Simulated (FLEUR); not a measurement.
# Magnetic state of MnS from several starts, part 2 of 3

Wanted: the moments of MnS and the energy of each order that was tried.

FLEUR MaX-R8.1; PBE with U = 4 eV on Mn d; all-electron FLAPW, Dirac cores, scalar-relativistic bands.

So far, largest spin moment in the muffin-tin sphere (μB): step 2 (run 1 (ferro +)) 4.76.

The database entry behind the starting cell differs from later determinations by our own check (an axis about 0.2 % short against later determinations), so it need not match the best structure at ambient conditions.

## (3) Run 2 (antiferro q=(0,1/2,1/2) +-)

Reversing part of the moments tests the sign of the couplings between them.

The cell is doubled to 4 atoms to hold this order. The mesh is halved along the doubled vector, so that both cells sample the same points. The k list default-1 (kpts.xml, not shown) is a Γ-centred 8×4×8 mesh.

File inp.xml:

```
<?xml version="1.0" encoding="UTF-8" standalone="no"?>
<fleurInput fleurInputVersion="0.39">
   <comment>
      MnS
   </comment>
   <calculationSetup>
      <cutoffs Kmax="3.97" Gmax="11.9" GmaxXC="11.9" numbands="0"/>
      <scfLoop itmax="120" minDistance="0.0001" maxIterBroyd="15" imix="Anderson" alpha="0.05" precondParam="0.0" spinf="2.0" sdNocoIR="T"/>
      <coreElectrons ctail="T" frcor="F" kcrel="0" coretail_lmax="0"/>
      <xcFunctional name="pbe" relativisticCorrections="F"/>
      <magnetism jspins="2"/>
      <soc l_soc="F" theta="0.0" phi="0.0" spav="F"/>
      <expertModes spex="0" secvar="F"/>
      <geometryOptimization l_f="F" forcealpha="1.0" forcemix="BFGS" epsdisp="0.00001" epsforce="0.00001"/>
      <ldaU l_linMix="F" mixParam="0.05" spinf="1.0"/>
   </calculationSetup>
   <cell>
      <bzIntegration valenceElectrons="42.0" mode="hist" fermiSmearingEnergy="0.00183747">
         <kPointListSelection listName="default-1"/>
         <xi:include xmlns:xi="http://www.w3.org/2001/XInclude" href="kpts.xml"> </xi:include>
      </bzIntegration>
      <xi:include xmlns:xi="http://www.w3.org/2001/XInclude" href="sym.xml"> </xi:include>
      <bulkLattice scale="1.0">
         <bravaisMatrix>
            <row-1>    0.0000000000000000     4.9217916915206992     4.9217916915206992</row-1>
            <row-2>    9.8435833830413983     0.0000000000000000     9.8435833830413983</row-2>
            <row-3>    9.8435833830413983     4.9217916915206992     4.9217916915206992</row-3>
         </bravaisMatrix>
      </bulkLattice>
   </cell>
   <atomSpecies>
      <species name="Manganese 4.500" element="Mn" atomicNumber="25">
         <mtSphere radius="2.8" gridPoints="925" logIncrement="0.013"/>
         <atomicCutoffs lmax="10" lnonsphr="8"/>
         <electronConfig flipSpins="F">
            <coreConfig>(1s1/2) (2s1/2) (2p1/2) (2p3/2)</coreConfig>
            <valenceConfig>(3s1/2) (3p1/2) (3p3/2) (4s1/2) (3d3/2) (3d5/2)</valenceConfig>
            <stateOccupation state="(3d3/2)" spinUp="1.75" spinDown="0.25"/>
            <stateOccupation state="(3d5/2)" spinUp="3.0" spinDown="0.0"/>
         </electronConfig>
         <energyParameters s="4" p="4" d="3" f="4"/>
         <ldaU l="2" U="4.0" J="0.0" l_amf="F"/>
         <lo type="SCLO" l="0" n="3" eDeriv="0"/>
         <lo type="SCLO" l="1" n="3" eDeriv="0"/>
      </species>
      <species name="Manganese -4.500" element="Mn" atomicNumber="25">
         <mtSphere radius="2.8" gridPoints="925" logIncrement="0.013"/>
         <atomicCutoffs lmax="10" lnonsphr="8"/>
         <electronConfig flipSpins="F">
            <coreConfig>(1s1/2) (2s1/2) (2p1/2) (2p3/2)</coreConfig>
            <valenceConfig>(3s1/2) (3p1/2) (3p3/2) (4s1/2) (3d3/2) (3d5/2)</valenceConfig>
            <stateOccupation state="(3d3/2)" spinUp="0.25" spinDown="1.75"/>
            <stateOccupation state="(3d5/2)" spinUp="0.0" spinDown="3.0"/>
         </electronConfig>
         <energyParameters s="4" p="4" d="3" f="4"/>
         <ldaU l="2" U="4.0" J="0.0" l_amf="F"/>
         <lo type="SCLO" l="0" n="3" eDeriv="0"/>
         <lo type="SCLO" l="1" n="3" eDeriv="0"/>
      </species>
      <species name="Sulfur (S)" element="S" atomicNumber="16">
         <mtSphere radius="1.89" gridPoints="625" logIncrement="0.018"/>
         <atomicCutoffs lmax="8" lnonsphr="6"/>
         <electronConfig flipSpins="F">
            <coreConfig>(1s1/2) (2s1/2) (2p1/2) (2p3/2)</coreConfig>
            <valenceConfig>(3s1/2) (3p1/2) (3p3/2)</valenceConfig>
            <stateOccupation state="(3p1/2)" spinUp="0.666667" spinDown="0.666667"/>
            <stateOccupation state="(3p3/2)" spinUp="1.333333" spinDown="1.333333"/>
         </electronConfig>
         <energyParameters s="3" p="3" d="3" f="4"/>
      </species>
   </atomSpecies>
   <atomGroups>
      <atomGroup species="Manganese 4.500">
         <relPos label="                   1">.0000000000 .0000000000 .0000000000</relPos>
         <force calculate="T" relaxXYZ="TTT"/>
      </atomGroup>
      <atomGroup species="Manganese -4.500">
         <relPos label="                   2">.0000000000 1.000/2.000 .0000000000</relPos>
         <force calculate="T" relaxXYZ="TTT"/>
      </atomGroup>
      <atomGroup species="Sulfur (S)">
         <relPos label="                   3">1.000/2.000 .0000000000 1.000/2.000</relPos>
         <force calculate="T" relaxXYZ="TTT"/>
      </atomGroup>
      <atomGroup species="Sulfur (S)">
         <relPos label="                   4">1.000/2.000 1.000/2.000 1.000/2.000</relPos>
         <force calculate="T" relaxXYZ="TTT"/>
      </atomGroup>
   </atomGroups>
   <output dos="F" band="F" slice="F">
      <bandDOS minEnergy="-.5*Htr" maxEnergy="0.5*Htr" sigma="0.015" storeEVData="T"/>
      <plotting iplot="0" polar="F">
         <plot TwoD="T" vec1="  1.0  0.0  0.0" vec2="  0.0  1.0  0.0" vec3="  0.0  0.0  1.0" zero="  0.0  0.0  0.0" file="plot"/>
      </plotting>
      <moessbauerParams electricFieldGradient="F" isomerShift="F" coreHyperfine="F" valenceHyperfine="F"/>
   </output>
</fleurInput>
```

File crystal.txt:

```
MnS
&input film=F cartesian=F /
0.00000000000  2.60450000000  2.60450000000
5.20900000000  0.00000000000  5.20900000000
5.20900000000  2.60450000000  2.60450000000
1.8897261246
1.0 1.0 1.0

4
25 0.00000000000  0.00000000000  0.00000000000 : 4.500
25 0.00000000000  0.50000000000  0.00000000000 : -4.500
16 0.50000000000  0.00000000000  0.50000000000
16 0.50000000000  0.50000000000  0.50000000000

&kpt div1=8 div2=4 div3=8 gamma=T /
```

The run is started by

```console
> OMP_NUM_THREADS=1 inpgen -f crystal.txt > inpgen.log  # inp.xml is then edited as shown
> OMP_NUM_THREADS=1 mpirun -n 4 fleur_MPI > fleur.log
```

Output:

```text
[banner, memory and clock lines left out]
Welcome to FLEUR        (www.flapw.de)
      MaX-Release 8.1          (www.max-centre.eu)

 ========== k-point set info ==========
 Selected k-point list: default-1
 k-point list type: mesh
 0 x 0 x 0
 Number of k points: 80

 ------------Calculation Setup---------------------------
 Number of PE/node        :            4
 Number of OMP-threads    :            1
 k-points in parallel     :            4
 pe's per k-point         :            1
 No of k-point loops      :           20
 Eigenvalue solver        :       lapack
 Number of basis functions:          540
 Approximate size of matrices (H+S) per k-point:         0.004 GB
 no density matrix found ... skipping LDA+U
 Reset of history
 Iteration:     1   Distance:       7.28962415 me/bohr^3
 Iteration:     2   Distance:       7.35182691 me/bohr^3
 Iteration:     3   Distance:       6.76858933 me/bohr^3
 Iteration:     4   Distance:       3.75842335 me/bohr^3
 Iteration:     5   Distance:       2.12364035 me/bohr^3
 Iteration:     6   Distance:       1.48965144 me/bohr^3
 Iteration:     7   Distance:       0.37296685 me/bohr^3
 Iteration:     8   Distance:       0.24896137 me/bohr^3
 Iteration:     9   Distance:       0.04159364 me/bohr^3
 Iteration:    10   Distance:       0.04695062 me/bohr^3
 Iteration:    11   Distance:       0.00537340 me/bohr^3
 Iteration:    12   Distance:       0.00386540 me/bohr^3
 Iteration:    13   Distance:       0.00116962 me/bohr^3
 Iteration:    14   Distance:       0.00065333 me/bohr^3
 Iteration:    15   Distance:       0.00007776 me/bohr^3

 ********************************************************************
 Run finished successfully
 Stop message:
   all done
 ********************************************************************

--- out.xml (last complete iteration) ---
<iteration numberForCurrentRun="   15" overallNumber="   15">
         [... left out ...]
         <bandgap value="1.0818335857" units="eV"/>
         <sumValenceSingleParticleEnergies value="-27.1814865002" units="Htr"/>
         <FermiEnergy value="0.2582819952" units="Htr"/>
         <valenceDensity>
            <mtCharges spin="1">
               <mtCharge atomType="1" total="9.5115671" s="1.2404307" p="3.2857175" d="4.9343175" f="0.0389155"/>
               <mtCharge atomType="2" total="4.7857979" s="1.1799085" p="3.2296233" d="0.3227206" f="0.0401457"/>
               <mtCharge atomType="3" total="1.7717080" s="0.6222514" p="1.1401757" d="0.0085466" f="0.0006325"/>
               <mtCharge atomType="4" total="1.8006050" s="0.6279719" p="1.1588141" d="0.0126667" f="0.0009775"/>
            </mtCharges>
            <mtCharges spin="2">
               <mtCharge atomType="1" total="4.7857979" s="1.1799085" p="3.2296233" d="0.3227206" f="0.0401457"/>
               <mtCharge atomType="2" total="9.5115671" s="1.2404307" p="3.2857175" d="4.9343175" f="0.0389155"/>
               <mtCharge atomType="3" total="1.8006050" s="0.6279719" p="1.1588141" d="0.0126667" f="0.0009775"/>
               <mtCharge atomType="4" total="1.7717080" s="0.6222514" p="1.1401757" d="0.0085466" f="0.0006325"/>
            </mtCharges>
            <spinDependentCharge spin="1" total="21.0000000" interstitial="3.1303220" mtSpheres="17.8696780"/>
            <spinDependentCharge spin="2" total="21.0000000" interstitial="3.1303220" mtSpheres="17.8696780"/>
            <totalCharge value="42.0000000000"/>
         </valenceDensity>
         [... left out ...]
         <magneticMomentsInMTSpheres units="muBohr">
            <globalMagMoment atomType="1" vec="0.00000   0.00000   4.72577"/>
            <localMagMoment atomType="1" vec="0.00000   0.00000   4.72577"/>
            <globalMagMoment atomType="2" vec="0.00000   0.00000  -4.72577"/>
            <localMagMoment atomType="2" vec="0.00000   0.00000  -4.72577"/>
            <globalMagMoment atomType="3" vec="0.00000   0.00000  -0.02890"/>
            <localMagMoment atomType="3" vec="0.00000   0.00000  -0.02890"/>
            <globalMagMoment atomType="4" vec="0.00000   0.00000   0.02890"/>
            <localMagMoment atomType="4" vec="0.00000   0.00000   0.02890"/>
         </magneticMomentsInMTSpheres>
         [... left out ...]
         <totalEnergy value="    -3115.7130191789" units="Htr">
            <sumOfEigenvalues value="    -1792.9609632930">
               <coreElectrons value="-1765.7794767928"/>
               <valenceElectrons value="-27.1814865002"/>
            </sumOfEigenvalues>
            <densityCoulombPotentialIntegral value="-4738.6198585313"/>
            <densityEffectivePotentialIntegral value="-4941.0027994054"/>
            <chargeDenXCDenIntegral value="-156.1686202528"/>
            <FockExchangeEnergyValence value="0.0000000000"/>
            <FockExchangeEnergyCore value="0.0000000000"/>
         [... left out ...]
            <dftUCorrection value="-0.7208575878"/>
            <tkbTimesEntropy value="0.0000000000"/>
            <freeEnergy value="-3115.7130191789"/>
            <extrapolationTo0K value="-3115.7130191789"/>
         </totalEnergy>
         [... left out ...]
         <ldaUDensityMatrixConvergence>
            <distance spin="1" distance="0.000003"/>
            <distance spin="2" distance="0.000003"/>
         </ldaUDensityMatrixConvergence>
         <densityConvergence units="me/bohr^3">
            <chargeDensity spin="1" distance="0.0000470364"/>
            <chargeDensity spin="2" distance="0.0000470364"/>
            <overallChargeDensity distance="0.0000777587"/>
            <spinDensity distance="0.0000529462"/>
         </densityConvergence>
      </iteration>
```

Elapsed: 73 s, on 4 MPI ranks of Intel Xeon Platinum 8559C (Emerald Rapids), shared host; peak memory 0.48 GiB; 4.9 min of CPU time.

Spin moment in the muffin-tin sphere by atom:

| atom | spin moment in the muffin-tin sphere (μB) |
| --- | --- |
| Mn1 | 4.73 |
| Mn2 | -4.73 |
| S3 | -0.03 |
| S4 | 0.03 |

Numbers from this step:

```
free energy                                                       : -84782.8704 eV
program's band gap on this mesh (in a metal only a level spacing) : 1.082 eV
magnetization                                                     : 0 μB
final state                                                       : antiferromagnetic
```

It lies 16.9 meV a seeded atom under the first start, and its largest moment is 4.73 μB against 4.76 μB.

## (4) Start 3: antiferro q=(0,0,1/2) +-

An opposed order shows whether neighbours prefer unlike signs.

The cell is doubled to 4 atoms to hold this order. The mesh is halved along the doubled vector, so that both cells sample the same points. The k list default-1 (kpts.xml, not shown) is a Γ-centred 8×8×4 mesh.

Changes to inp.xml since step 3:

```diff
@@ -25,4 +25,4 @@
             <row-1>    0.0000000000000000     4.9217916915206992     4.9217916915206992</row-1>
-            <row-2>    9.8435833830413983     0.0000000000000000     9.8435833830413983</row-2>
-            <row-3>    9.8435833830413983     4.9217916915206992     4.9217916915206992</row-3>
+            <row-2>    4.9217916915206992     0.0000000000000000     4.9217916915206992</row-2>
+            <row-3>    9.8435833830413983     9.8435833830413983     0.0000000000000000</row-3>
          </bravaisMatrix>
@@ -77,3 +77,3 @@
       <atomGroup species="Manganese -4.500">
-         <relPos label="                   2">.0000000000 1.000/2.000 .0000000000</relPos>
+         <relPos label="                   2">.0000000000 .0000000000 1.000/2.000</relPos>
          <force calculate="T" relaxXYZ="TTT"/>
@@ -81,7 +81,4 @@
       <atomGroup species="Sulfur (S)">
-         <relPos label="                   3">1.000/2.000 .0000000000 1.000/2.000</relPos>
-         <force calculate="T" relaxXYZ="TTT"/>
-      </atomGroup>
-      <atomGroup species="Sulfur (S)">
-         <relPos label="                   4">1.000/2.000 1.000/2.000 1.000/2.000</relPos>
+         <relPos label="                   3">1.000/2.000 1.000/2.000 1.000/4.000</relPos>
+         <relPos label="                   4">1.000/2.000 1.000/2.000 -1.000/4.000</relPos>
          <force calculate="T" relaxXYZ="TTT"/>
```

File crystal.txt:

```
MnS
&input film=F cartesian=F /
0.00000000000  2.60450000000  2.60450000000
2.60450000000  0.00000000000  2.60450000000
5.20900000000  5.20900000000  0.00000000000
1.8897261246
1.0 1.0 1.0

4
25 0.00000000000  0.00000000000  0.00000000000 : 4.500
25 0.00000000000  0.00000000000  0.50000000000 : -4.500
16 0.50000000000  0.50000000000  0.25000000000
16 0.50000000000  0.50000000000  0.75000000000

&kpt div1=8 div2=8 div3=4 gamma=T /
```

Output:

```text
[banner, memory and clock lines left out]
Welcome to FLEUR        (www.flapw.de)
      MaX-Release 8.1          (www.max-centre.eu)

 ========== k-point set info ==========
 Selected k-point list: default-1
 k-point list type: mesh
 0 x 0 x 0
 Number of k points: 80

 [... set-up left out ...]
 no density matrix found ... skipping LDA+U
 Reset of history
 Iteration:     1   Distance:       7.42172819 me/bohr^3
 Iteration:     2   Distance:       7.32817191 me/bohr^3
 Iteration:     3   Distance:       6.76154453 me/bohr^3
 Iteration:     4   Distance:       3.73150711 me/bohr^3
[...]
[... left out ...]
            <freeEnergy value="-3115.7153198222"/>
            <extrapolationTo0K value="-3115.7153198222"/>
         </totalEnergy>
         [... left out ...]
         <ldaUDensityMatrixConvergence>
            <distance spin="1" distance="0.000002"/>
            <distance spin="2" distance="0.000002"/>
         </ldaUDensityMatrixConvergence>
         <densityConvergence units="me/bohr^3">
            <chargeDensity spin="1" distance="0.0000202880"/>
            <chargeDensity spin="2" distance="0.0000202112"/>
            <overallChargeDensity distance="0.0000296424"/>
            <spinDensity distance="0.0000275958"/>
         </densityConvergence>
      </iteration>
```

Run time: 69 s. Hardware: 4 MPI ranks; peak memory 0.46 GiB; 4.6 min of CPU time.

Spin moment in the muffin-tin sphere by atom:

| atom | spin moment in the muffin-tin sphere (μB) |
| --- | --- |
| Mn1 | 4.64 |
| Mn2 | -4.64 |
| S3 | 0.00 |
| S4 | 0.00 |

This step gave:

| Item | Value |
| --- | --- |
| free energy | -84782.9330 eV |
| program's band gap on this mesh (in a metal only a level spacing) | 2.335 eV |
| magnetization | 0 μB |
| final state | antiferromagnetic |

It lies 48.2 meV a seeded atom under the first start, and its largest moment is 4.64 μB against 4.76 μB.

(Continued in part 3 of 3.)

[Logs and program files are shortened in this print: banners, set-up blocks, solver, clock and traceback lines can be left out without a mark of their own.]

[Logs are printed without paths, hosts, clocks, repeated set-up lines and the standing remarks that a program may print on its own settings, such as how far it seeks lower states.]

[Hosts, paths, dates, database ids (printed as entryN), source tags and the programs' standing remarks are cut or masked in the printed files.]

[Where a cell is said to come from a database of computed structures, the database is the Materials Project.]
